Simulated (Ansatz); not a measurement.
# Work function of Au(111): what the settings cost and change

How far do cutoff, k-mesh and smearing move the work function of Au(111)?

Program: Ansatz 0.2.0. Level of theory: plane-wave DFT, PBE, Ansatz PAW. Results are calculated unless marked as measured.

### 1. Set-up

The cell holds 7 atoms: 7 Au. Cell: a = 2.885 Å, b = 2.885 Å, c = 32.134 Å, α = 90.0°, β = 90.0°, γ = 60.0°. Vacuum lies along c.

### 2. Slab, setting cutoff 200 eV

A work function rests on the faint tail of the density, so the SCF threshold is tight. The cutoff is raised first; then mesh and smearing are varied at the default cutoff.

Contents of input.yaml:

```yaml
crystal:
  lattice:
    - [2.8849956672, 0.0, 0.0]
    - [1.4424978336, 2.4984795376, 0.0]
    - [0.0, 0.0, 32.1335345898]
  atoms:
    - { symbol: Au, position: [0.0, 0.0, 0.2800812334] }
    - { symbol: Au, position: [0.3333333333, 0.3333333333, 0.3533874889] }
    - { symbol: Au, position: [0.6666666667, 0.6666666667, 0.4266937445] }
    - { symbol: Au, position: [0.0, 0.0, 0.5] }
    - { symbol: Au, position: [0.3333333333, 0.3333333333, 0.5733062555] }
    - { symbol: Au, position: [0.6666666667, 0.6666666667, 0.6466125111] }
    - { symbol: Au, position: [0.0, 0.0, 0.7199187666] }
kpoints:
  mp_grid: { grid: [16, 16, 1] }
hamiltonian:
  xc: pbe
scf:
  occupations: { method: fermi_dirac, width: 0.1 }
  convergence: { dr2_threshold: 1.0e-09 }
efield:
  axis: 3
  dipole_correction: true
  ramp_position: 0.97
  ramp_width: 0.06
basis:
  ecutwfc: "200 eV"
output:
  write_potential: true
  write_density: true
  volumetric_format: npy
  elf: true
```

On the command line:

```sh
ansatz run input.yaml --threads 2 --pin off --max-ram 3072MiB --backend cpu --events-out ev --progress --plain --runs-dir out
```

Numbers of over 12 decimals in the logs are rounded to 6 here.

What it wrote:

```text
Warning: basis.ecutwfc = 200 eV is below the records' recommended 420 eV, and the density's cutoff is lower with it unless basis.ecutrho_ratio is high enough to keep the records' density cutoff: compare with a run at a higher cutoff
Engine: ansatz 0.2.0, aarch64-unknown-linux-gnu
Pseudopotentials: kind: paw
Pseudopotential: Au, paw, valence charge 19, recommended cutoff 420 eV (normal), Au.paw.azcp
Functional definition: PBE
  parameter kappa = 0.804
  parameter beta = 0.066725
  exchange = pbe_x(kappa = kappa, mu = beta*pi^2/3)
  correlation = pbe_c(beta = beta)
Crystal: 7 atoms, lattice volume = 231.622 Å³
Basis set: ecut = 200 eV, 1509 PW (Γ)
Bands: 80, of which v1, the nominal top of the filled ones, is band 67 counted from 1 (66 counted from 0)
Symmetry: 6 space group operations
k-points: 30 of 256 (time reversal used)
Non-local potential: Au, projectors of the file, l = 0: 3, l = 1: 2, l = 2: 2, l = 3: 1
PAW form: soft (Blöchl's): semilocal exchange-correlation on the pseudo side does not see the compensation charge
PAW one-centre angular grid: Au, 590 points (default); XC on 64 Gauss nodes
Initial density: superposition of atomic densities (neutral atoms: chi_scale 0, normalization atom), corrected by the library's trained network
Initial wavefunctions: pseudopotential atomic-orbital guess
Functional: x = pbe(κ = 0.804, μ = 0.219515), c = pbe(β = 0.066725)
SCF iter   1: F=—  HF=-91982.567787 eV  |F-HF|=—  |Δ(HF+E_count)|=         —  Δρ=1.02e-1  dr2=1.61e1  ethr=1.77e-3  p=0.000 e·Å  D=3.60e-13 V/Å  ΔV_dip=-0.00 eV  dr2_dipole=4.40e-7  V_vac-E_F(+/−)=3.99/3.99 eV  ⟨swp⟩=7.1  Hψ=9299  notcnv=0  defer=59
efield: sawtooth ramp at fractional position 0.9700 (set: `efield.ramp_position`, or a place that a band, a saddle search or an elastic batch's reference lends), width 0.0600; the density the first Hamiltonian is built on has a dipole p = 0.000 e·Å; the dipole correction subtracts the counter field D = 3.60e-13 V/Å, which shifts the + side's vacuum level by -0.00 eV against the − side's; the planar-averaged density in the ramp window peaks in size at 2.9e-5 e/Å³
preconditioner: auto → LDOS  [metal: Δε(μ)=0.068 eV  Ē_g=9.216 eV  σ=0.100 eV  W_gap=0.17  n_scr=24 (ndim 8)  ℏωp=21.4 eV  f_vac=0.459  D(μ)=2.83/eV (n_scr^D=14)  β→1.0]
SCF iter   2: F=—  HF=-91981.234176 eV  |F-HF|=—  |Δ(HF+E_count)|=    1.33e0  Δρ=7.59e-2  dr2=1.29e1  ethr=1.77e-3  p=0.000 e·Å  D=6.56e-6 V/Å  ΔV_dip=-0.00 eV  dr2_dipole=2.17e-7  V_vac-E_F(+/−)=5.66/5.66 eV  ⟨swp⟩=3.0  Hψ=6454  notcnv=0  defer=121
SCF iter   3: F=—  HF=-91976.546447 eV  |F-HF|=—  |Δ(HF+E_count)|=    4.69e0  Δρ=5.68e-3  dr2=2.96e-2  ethr=1.77e-3  p=-0.000 e·Å  D=-5.09e-6 V/Å  ΔV_dip=0.00 eV  dr2_dipole=9.65e-8  V_vac-E_F(+/−)=5.52/5.52 eV  ⟨swp⟩=2.5  Hψ=5442  notcnv=0  defer=115
SCF iter   4: F=—  HF=-91976.530362 eV  |F-HF|=—  |Δ(HF+E_count)|=   1.61e-2  Δρ=1.27e-3  dr2=1.06e-2  ethr=2.22e-5  p=0.000 e·Å  D=2.03e-6 V/Å  ΔV_dip=-0.00 eV  dr2_dipole=8.30e-10  V_vac-E_F(+/−)=5.58/5.59 eV  ⟨swp⟩=2.7  Hψ=5065  notcnv=0  defer=115
SCF iter   5: F=—  HF=-91976.528415 eV  |F-HF|=—  |Δ(HF+E_count)|=   1.95e-3  Δρ=4.81e-4  dr2=1.62e-3  ethr=8.01e-6  p=-0.000 e·Å  D=-6.22e-7 V/Å  ΔV_dip=0.00 eV  dr2_dipole=6.51e-13  V_vac-E_F(+/−)=5.62/5.63 eV  ⟨swp⟩=2.2  Hψ=3589  notcnv=0  defer=115
SCF iter   6: F=—  HF=-91976.528135 eV  |F-HF|=—  |Δ(HF+E_count)|=   2.80e-4  Δρ=9.32e-5  dr2=5.54e-5  ethr=1.21e-6  p=-0.000 e·Å  D=-2.68e-7 V/Å  ΔV_dip=0.00 eV  dr2_dipole=1.67e-11  V_vac-E_F(+/−)=5.62/5.62 eV  ⟨swp⟩=2.4  Hψ=3639  notcnv=0  defer=115
SCF iter   7: F=—  HF=-91976.528133 eV  |F-HF|=—  |Δ(HF+E_count)|=   2.31e-6  Δρ=2.80e-5  dr2=4.57e-6  ethr=4.17e-8  p=-0.000 e·Å  D=-1.04e-7 V/Å  ΔV_dip=0.00 eV  dr2_dipole=2.75e-12  V_vac-E_F(+/−)=5.62/5.62 eV  ⟨swp⟩=2.1  Hψ=3493  notcnv=0  defer=115
SCF iter   8: F=—  HF=-91976.528134 eV  |F-HF|=—  |Δ(HF+E_count)|=   9.08e-7  Δρ=7.74e-6  dr2=1.21e-7  ethr=3.44e-9  p=-0.000 e·Å  D=-7.11e-8 V/Å  ΔV_dip=0.00 eV  dr2_dipole=1.10e-14  V_vac-E_F(+/−)=5.62/5.62 eV  ⟨swp⟩=2.0  Hψ=3583  notcnv=0  defer=115
SCF iter   9: F=—  HF=-91976.528134 eV  |F-HF|=—  |Δ(HF+E_count)|=   1.35e-7  Δρ=1.67e-6  dr2=9.60e-9  ethr=9.06e-11  p=-0.000 e·Å  D=-2.21e-8 V/Å  ΔV_dip=0.00 eV  dr2_dipole=3.25e-13  V_vac-E_F(+/−)=5.62/5.62 eV  ⟨swp⟩=2.7  Hψ=4747  notcnv=0  defer=115
SCF iter  10: F=—  HF=-91976.528134 eV  |F-HF|=—  |Δ(HF+E_count)|=   1.25e-8  Δρ=5.25e-7  dr2=1.58e-9  ethr=1.00e-12  p=-0.000 e·Å  D=-4.54e-9 V/Å  ΔV_dip=0.00 eV  dr2_dipole=3.31e-14  V_vac-E_F(+/−)=5.62/5.62 eV  ⟨swp⟩=13.4  Hψ=8955  notcnv=0
SCF iter  11: F=-91976.528134 eV  HF=-91976.528134 eV  |F-HF|=1.89e-10  |Δ(HF+E_count)|=  1.46e-10  Δρ=1.82e-7  dr2=2.05e-10  ethr=1.00e-12  p=-0.000 e·Å  D=-2.77e-9 V/Å  ΔV_dip=0.00 eV  dr2_dipole=1.24e-15  V_vac-E_F(+/−)=5.62/5.62 eV  ⟨swp⟩=2.3  Hψ=4661  notcnv=0
WARN: efield: at this solve's end the planar-averaged density reaches 1.19e-4 e/Å³ inside the ramp window [0.9389, 0.0611] (bound 1e-5 e/Å³); by the running means of the window's planes the mean density over a ramp is at most 1.04e-4 e/Å³, which is held to the bound (the quickstart, § The vacuum guard, A window that rings); the window's nearer edge stands 7.04 Å from this solve's nearest atom along the axis. Its work [...]
SCF 1 converged in 11 iterations: F = -91976.528134 eV  dr2 = 2.05e-10
  greatest PAW one-centre occupation: 1.030 electrons in one spin orbital (limit 2), on the Au atom at site 0 (counted from 0), in its partial waves of l = 1
WARN: The output density's exchange-correlation potential varies sharply where the density is thin. Do not read a vacuum level from v_tot or v_xc, or from such a field of the output density. On a cell that repeats whose density bears no net charge and no dipole along the vacuum's axis use v_es (v_loc + v_h of the components); under efield.dipole_correction with no amplitude use v_es + v_field, which holds any externa [...]
SCF converged after 11 iterations
Free energy (F): -91976.528134 eV
Harris-Foulkes:  -91976.528134 eV  (|F-HF|=1.89e-10)
Internal energy: -91976.450959 eV  (E = F + TS)
E sigma→0 (E₀):  -91976.489547 eV
Entropy (-TS):   -0.077174 eV (-11.025 meV/atom)
Fermi energy:    8.023171 eV
Dipole field:    D = -0.000000 V/Å  (p = -0.000000 e·Å, saw-weighted, corrected)
Work function:   Φ+ = 5.6186 eV (in doubt: plateau slope 3.3e-2 eV/Å)   Φ− = 5.6239 eV (in doubt: plateau slope 3.0e-2 eV/Å)
Levels:          The Fermi level and band energies are counted from a zero that moves with the ramp; work functions are not
Vacuum region:   at the solve's end the planar-averaged density reaches 1.19e-4 e/Å³ inside the ramp window [0.9389, 0.0611] (bound 1e-5 e/Å³); by the running means of the window's planes the mean density over a ramp is at most 1.04e-4 e/Å³, which is held to the bound (the quickstart, § The vacuum guard, A window that rings)
--- Per-component energies (eV) ---
  E_band       = -3240.807126
  E_kinetic    = 4431.556722
  E_local      = -297956.585881  (includes V_loc(G=0)·N_el)
  E_nonlocal   = 316.588202
  E_hartree    = 147201.332495
  E_xc         = -1640.230909
  E_vxc        = -1984.004018  (∫ρ·V_xc dr)
  E_paw        = -67856.007662  (= ΣΔE_a)
  E_vpaw       = -2451.034338  (= ΣTr[D̂ρ^β])
  E_aug_tail   = -0.000545  (compensation charges beyond the density's cutoff)
  E_efield     = 0.000000  (sawtooth field / dipole correction)
  E_vefield    = 0.000000  (∫n·V_field dr)
  E_ewald      = 123526.896619
  E_smearing   = -0.077174  (= −TS)
  E_closure    = -0.000000  (closes the sum)
  Σ components = -91976.528134   (vs F -91976.528134, Δ=0.00e0)
--- Band table (eV; the first three rows and the last of 30) ---
  k-point 0: bands = [... 63 lower, 5.4152, 5.6535, 5.6996, 5.6996, 5.7839, 5.7839, 7.4875, 8.0929, ... 9 higher]
  k-point 1: bands = [... 63 lower, 5.3729, 5.4965, 5.6378, 5.6746, 5.7553, 6.2703, 7.7671, 8.4535, ... 9 higher]
  k-point 2: bands = [... 63 lower, 5.3766, 5.4273, 5.6916, 5.7635, 5.9890, 6.9222, 8.3575, 9.3388, ... 9 higher]
  k-point 29: bands = [... 63 lower, 9.9823, 10.4560, 11.0690, 11.1551, 11.1771, 11.5390, 11.5871, 12.4793, ... 9 higher]
```

Wall time 89 s (2 threads of Arm Neoverse N1, shared host); peak memory 0.45 GiB.

This step gave:

| Quantity | Value |
| --- | --- |
| energy at zero smearing | -91976.4895 eV |
| work function, upper face | 5.619 eV |

Running mean over 2.356 Å of the planar mean; the ramp of the sawtooth is left out. The electron's electrostatic potential energy less the Fermi level by z:

```tsv
z (Å)	electron's electrostatic potential energy less the Fermi level (eV)
4	5.51
5	5.43
6	5.26
7	4.13
8	-3.46
9	-8.35
10	-8.74
11	-8.87
12	-8.90
13	-8.88
14	-8.88
15	-8.89
16	-8.90
17	-8.89
18	-8.88
19	-8.88
20	-8.89
21	-8.88
22	-8.76
23	-8.45
24	-4.66
25	3.59
26	5.22
27	5.41
28	5.50
```

Electrostatic potential energy in the ca plane at fractional y = 0.000, with atoms of Au within 0.2 Å of it. With pseudopotentials it is smooth inside the atoms' cores, unlike the true potential.

Values in eV, 5 rows by 16 columns, each cell a mean:
```
 10   8   8 -22 -36   6   8  10   8   8 -20 -37   7  13  13  13
  7  -1   4   2  -3   7  -3   7  -1   3   3  -3  11  13  13  13
  5  -9   0   8   7   6 -12   5  -8  -1   9   8  12  13  13  13
  8   3   6  -6 -15   7   2   8   4   6  -4 -16  10  13  13  13
 11   9   9 -26 -40   5   9  11  10   9 -24 -41   5  13  13  13
```
Columns run along c (16.0 Å, from fractional 0.38 to 0.88 of the cell; values clipped at the 3rd and 97th percentile), rows up along a (2.9 Å). Atoms in or near the plane, at fractional coordinates: Au at (0.50, 0.00), Au at (0.72, 0.00).

Valence density in the ca plane at fractional y = 0.000, with atoms of Au within 0.2 Å of it. It is the smooth field of the valence electrons, not physical close to the nuclei.

Values in units of 1e0 e/Å³, 5 rows by 16 columns, each cell a mean:
```
0.1 0.2 0.2 3.6 6.2 0.4 0.3 0.1 0.2 0.2 3.3 6.5 0.3 0.0 0.0 0.0
0.3 0.8 0.5 0.6 1.0 0.3 0.9 0.3 0.8 0.5 0.6 1.0 0.1 0.0 0.0 0.0
0.4 1.3 0.7 0.2 0.3 0.3 1.5 0.4 1.2 0.8 0.2 0.3 0.1 0.0 0.0 0.0
0.2 0.5 0.3 1.3 2.2 0.3 0.6 0.2 0.5 0.4 1.2 2.2 0.1 0.0 0.0 0.0
0.1 0.2 0.2 4.6 8.0 0.5 0.2 0.1 0.2 0.2 4.2 8.4 0.4 0.0 0.0 0.0
```
Columns run along c (16.0 Å, from fractional 0.38 to 0.88 of the cell), rows up along a (2.9 Å). Atoms in or near the plane, at fractional coordinates: Au at (0.50, 0.00), Au at (0.72, 0.00).

ELF in the ca plane at fractional y = 0.000, with atoms of Au within 0.2 Å of it. It is the smooth field of the valence electrons, not physical close to the nuclei.

Values, 5 rows by 16 columns, each cell a mean:
```
0.12 0.18 0.19 0.45 0.56 0.22 0.19 0.12 0.17 0.18 0.44 0.58 0.25 0.01 0.00 0.00
0.20 0.29 0.24 0.25 0.30 0.20 0.32 0.20 0.28 0.24 0.25 0.32 0.14 0.00 0.00 0.00
0.22 0.37 0.28 0.21 0.21 0.21 0.42 0.23 0.36 0.29 0.21 0.24 0.09 0.00 0.00 0.00
0.18 0.23 0.21 0.32 0.40 0.20 0.24 0.18 0.22 0.21 0.32 0.42 0.18 0.00 0.00 0.00
0.09 0.19 0.19 0.48 0.62 0.22 0.21 0.10 0.18 0.18 0.48 0.63 0.27 0.01 0.00 0.00
```
Columns run along c (16.0 Å, from fractional 0.38 to 0.88 of the cell), rows up along a (2.9 Å). Atoms in or near the plane, at fractional coordinates: Au at (0.50, 0.00), Au at (0.72, 0.00).

The work function is 5.619 eV. The program marks this work function as in doubt.

### 3. Run

input.yaml: that of step 2 with these lines changed.

```diff
@@ -26,3 +26,3 @@
 basis:
-  ecutwfc: "200 eV"
+  ecutwfc: "300 eV"
 output:
@@ -31,2 +31 @@
   volumetric_format: npy
-  elf: true
```

What it wrote:

```text
[...]
Crystal: 7 atoms, lattice volume = 231.622 Å³
Basis set: ecut = 300 eV, 2653 PW (Γ)
Bands: 80, of which v1, the nominal top of the filled ones, is band 67 counted from 1 (66 counted from 0)
Symmetry: 6 space group operations
k-points: 30 of 256 (time reversal used)
[...]
k-point 0: bands = [... 63 lower, 5.6958, 5.6958, 6.0035, 6.0035, 6.1253, 6.1253, 7.4591, 7.9640, ... 9 higher]
  k-point 1: bands = [... 63 lower, 5.6987, 5.7653, 5.8920, 6.0069, 6.1346, 6.4206, 7.7731, 8.3751, ... 9 higher]
  k-point 2: bands = [... 63 lower, 5.5926, 5.7045, 6.0158, 6.1460, 6.1518, 7.0521, 8.4094, 9.2653, ... 9 higher]
  k-point 29: bands = [... 63 lower, 10.0091, 10.4863, 11.1369, 11.1631, 11.1735, 11.5963, 11.6373, 12.4219, ... 9 higher]
[key lines of the parts left out:]
SCF converged after 10 iterations
Free energy (F): -92043.833875 eV
Fermi energy:    8.094327 eV
Dipole field:    D = -0.000000 V/Å  (p = -0.000000 e·Å, saw-weighted, corrected)
Work function:   Φ+ = 5.1654 eV   Φ− = 5.1654 eV
```

Run time: 2.2 min. Hardware: 2 threads; peak memory 0.6 GiB.

The work function is 5.165 eV, -0.453 eV from the run “cutoff 200 eV”, at 1.6 times its CPU time.

### 4. Slab

input.yaml: that of step 3 with these lines changed.

```diff
@@ -26,3 +26,3 @@
 basis:
-  ecutwfc: "300 eV"
+  ecutwfc: "420 eV"
 output:
```

What it wrote:

```text
[...]
Crystal: 7 atoms, lattice volume = 231.622 Å³
Basis set: ecut = 420 eV, 4535 PW (Γ)
Bands: 80, of which v1, the nominal top of the filled ones, is band 67 counted from 1 (66 counted from 0)
Symmetry: 6 space group operations
k-points: 30 of 256 (time reversal used)
[...]
k-point 0: bands = [... 63 lower, 5.7075, 5.7075, 6.0153, 6.0153, 6.1398, 6.1398, 7.4564, 7.9567, ... 9 higher]
  k-point 1: bands = [... 63 lower, 5.7102, 5.7738, 5.9015, 6.0189, 6.1463, 6.4270, 7.7724, 8.3677, ... 9 higher]
  k-point 2: bands = [... 63 lower, 5.6015, 5.7150, 6.0281, 6.1545, 6.1640, 7.0564, 8.4089, 9.2586, ... 9 higher]
  k-point 29: bands = [... 63 lower, 10.0061, 10.4809, 11.1319, 11.1549, 11.1650, 11.5904, 11.6304, 12.4100, ... 9 higher]
[key lines of the parts left out:]
SCF converged after 10 iterations
Free energy (F): -92044.560579 eV
Fermi energy:    8.094653 eV
Dipole field:    D = -0.000000 V/Å  (p = -0.000000 e·Å, saw-weighted, corrected)
Work function:   Φ+ = 5.1636 eV   Φ− = 5.1635 eV
```

It took 2.3 min on 2 threads; peak memory 0.83 GiB; 2.4 min of CPU time.

The work function is 5.164 eV, -0.455 eV from the run “cutoff 200 eV”, at 2.3 times its CPU time.

### 5. Slab

input.yaml: that of step 4 with these lines changed.

```diff
@@ -26,3 +26,3 @@
 basis:
-  ecutwfc: "420 eV"
+  ecutwfc: "600 eV"
 output:
```

What it wrote:

```text
[...]
Crystal: 7 atoms, lattice volume = 231.622 Å³
Basis set: ecut = 600 eV, 7689 PW (Γ)
Bands: 80, of which v1, the nominal top of the filled ones, is band 67 counted from 1 (66 counted from 0)
Symmetry: 6 space group operations
k-points: 30 of 256 (time reversal used)
[...]
k-point 0: bands = [... 63 lower, 5.7075, 5.7075, 6.0153, 6.0153, 6.1398, 6.1398, 7.4562, 7.9564, ... 9 higher]
  k-point 1: bands = [... 63 lower, 5.7102, 5.7737, 5.9015, 6.0189, 6.1463, 6.4269, 7.7721, 8.3674, ... 9 higher]
  k-point 2: bands = [... 63 lower, 5.6014, 5.7149, 6.0280, 6.1544, 6.1640, 7.0562, 8.4087, 9.2583, ... 9 higher]
  k-point 29: bands = [... 63 lower, 10.0057, 10.4805, 11.1315, 11.1545, 11.1646, 11.5899, 11.6300, 12.4096, ... 9 higher]
[key lines of the parts left out:]
SCF converged after 10 iterations
Free energy (F): -92044.569911 eV
Fermi energy:    8.094414 eV
Dipole field:    D = -0.000001 V/Å  (p = -0.000001 e·Å, saw-weighted, corrected)
Work function:   Φ+ = 5.1636 eV   Φ− = 5.1636 eV
```

The job ended after 3.3 min (2 threads; peak memory 1.2 GiB).

The work function is 5.164 eV, +0.000 eV from the run “cutoff 420 eV”, at 1.6 times its CPU time.

### 6. Run

input.yaml: that of step 5 with these lines changed.

```diff
@@ -14,3 +14,3 @@
 kpoints:
-  mp_grid: { grid: [16, 16, 1] }
+  mp_grid: { grid: [3, 3, 1] }
 hamiltonian:
@@ -25,4 +25,2 @@
   ramp_width: 0.06
-basis:
-  ecutwfc: "600 eV"
 output:
```

What it wrote:

```text
[...]
Crystal: 7 atoms, lattice volume = 231.622 Å³
Basis set: ecut = 420 eV, 4535 PW (Γ)
Bands: 80, of which v1, the nominal top of the filled ones, is band 67 counted from 1 (66 counted from 0)
Symmetry: 6 space group operations
k-points: 3 of 9 (time reversal used)
[...]
Work function:   Φ+ = 5.4501 eV   Φ− = 5.4500 eV
[...]
--- Band table (eV) ---
  k-point 0: bands = [... 63 lower, 5.7837, 5.7837, 6.2822, 6.2822, 6.3155, 6.3155, 7.5678, 8.0487, ... 9 higher]
  k-point 1: bands = [... 63 lower, 6.2626, 6.4696, 6.4889, 6.6587, 7.8868, 9.2427, 10.6497, 12.7439, ... 9 higher]
  k-point 2: bands = [... 63 lower, 10.7487, 10.7493, 10.7493, 11.3008, 11.3008, 11.5525, 11.9059, 12.7539, ... 9 higher]
[key lines of the parts left out:]
SCF converged after 11 iterations
Free energy (F): -92046.257172 eV
Fermi energy:    7.685858 eV
Dipole field:    D = -0.000001 V/Å  (p = -0.000001 e·Å, saw-weighted, corrected)
```

Elapsed: 19 s, on 2 threads; peak memory 0.47 GiB; 15 s of CPU time.

The work function is 5.450 eV, +0.287 eV from the run “cutoff 420 eV”, at 0.10 times its CPU time.

### 7. Slab

input.yaml: that of step 6 with these lines changed.

```diff
@@ -14,3 +14,3 @@
 kpoints:
-  mp_grid: { grid: [3, 3, 1] }
+  mp_grid: { grid: [5, 5, 1] }
 hamiltonian:
```

What it wrote:

```text
[...]
Crystal: 7 atoms, lattice volume = 231.622 Å³
Basis set: ecut = 420 eV, 4535 PW (Γ)
Bands: 80, of which v1, the nominal top of the filled ones, is band 67 counted from 1 (66 counted from 0)
Symmetry: 6 space group operations
k-points: 5 of 25 (time reversal used)
[...]
k-point 0: bands = [... 63 lower, 5.7400, 5.7400, 6.1332, 6.1332, 6.1986, 6.1986, 7.5163, 8.0034, ... 9 higher]
  k-point 1: bands = [... 63 lower, 5.7523, 5.8716, 6.1455, 6.2349, 6.7084, 7.8112, 9.2623, 10.5740, ... 9 higher]
  k-point 2: bands = [... 63 lower, 6.5843, 6.6462, 6.8014, 7.4459, 8.7039, 10.1168, 11.4870, 12.1351, ... 9 higher]
  k-point 4: bands = [... 63 lower, 9.7095, 9.7627, 10.0692, 10.3020, 10.7177, 11.0244, 11.4620, 11.8222, ... 9 higher]
[key lines of the parts left out:]
SCF converged after 11 iterations
Free energy (F): -92044.942152 eV
Fermi energy:    7.796450 eV
Dipole field:    D = 0.000000 V/Å  (p = 0.000000 e·Å, saw-weighted, corrected)
Work function:   Φ+ = 5.4139 eV   Φ− = 5.4139 eV
```

Elapsed: 30 s, on 2 threads; peak memory 0.49 GiB; 25 s of CPU time.

The work function is 5.414 eV, +0.250 eV from the run “cutoff 420 eV”, at 0.17 times its CPU time.

### 8. Slab

input.yaml: that of step 7 with these lines changed.

```diff
@@ -14,3 +14,3 @@
 kpoints:
-  mp_grid: { grid: [5, 5, 1] }
+  mp_grid: { grid: [11, 11, 1] }
 hamiltonian:
```

What it wrote:

```text
[...]
Crystal: 7 atoms, lattice volume = 231.622 Å³
Basis set: ecut = 420 eV, 4535 PW (Γ)
Bands: 80, of which v1, the nominal top of the filled ones, is band 67 counted from 1 (66 counted from 0)
Symmetry: 6 space group operations
k-points: 16 of 121 (time reversal used)
[...]
k-point 0: bands = [... 63 lower, 5.6849, 5.6849, 6.0253, 6.0253, 6.1261, 6.1261, 7.4623, 7.9553, ... 9 higher]
  k-point 1: bands = [... 63 lower, 5.6613, 5.6903, 5.9480, 6.0322, 6.1385, 6.6811, 8.0477, 8.7313, ... 9 higher]
  k-point 2: bands = [... 63 lower, 5.6965, 5.7594, 6.0458, 6.1684, 6.5387, 7.5995, 9.0245, 10.2139, ... 9 higher]
  k-point 15: bands = [... 63 lower, 10.2333, 10.2372, 10.7170, 10.7893, 11.3527, 11.4917, 11.7171, 12.0153, ... 9 higher]
[key lines of the parts left out:]
SCF converged after 10 iterations
Free energy (F): -92044.575784 eV
Fermi energy:    8.102756 eV
Dipole field:    D = 0.000000 V/Å  (p = 0.000000 e·Å, saw-weighted, corrected)
Work function:   Φ+ = 5.1777 eV   Φ− = 5.1777 eV
```

The job ended after 84 s (2 threads; peak memory 0.63 GiB).

The work function is 5.178 eV, +0.014 eV from the run “cutoff 420 eV”, at 0.56 times its CPU time.

(Part 1 of 2 ends here.)

[Logs are printed without paths, hosts, clocks, repeated set-up lines and the standing remarks that a program may print on its own settings, such as how far it seeks lower states.]

[Hosts, paths, dates, database ids (printed as entryN), source tags and the programs' standing remarks are cut or masked in the printed files.]

[Maps of the electrostatic potential energy from Ansatz leave out the sawtooth potential of an applied field or a dipole correction, so their vacuum need not be flat; planar profiles and work functions include it.]
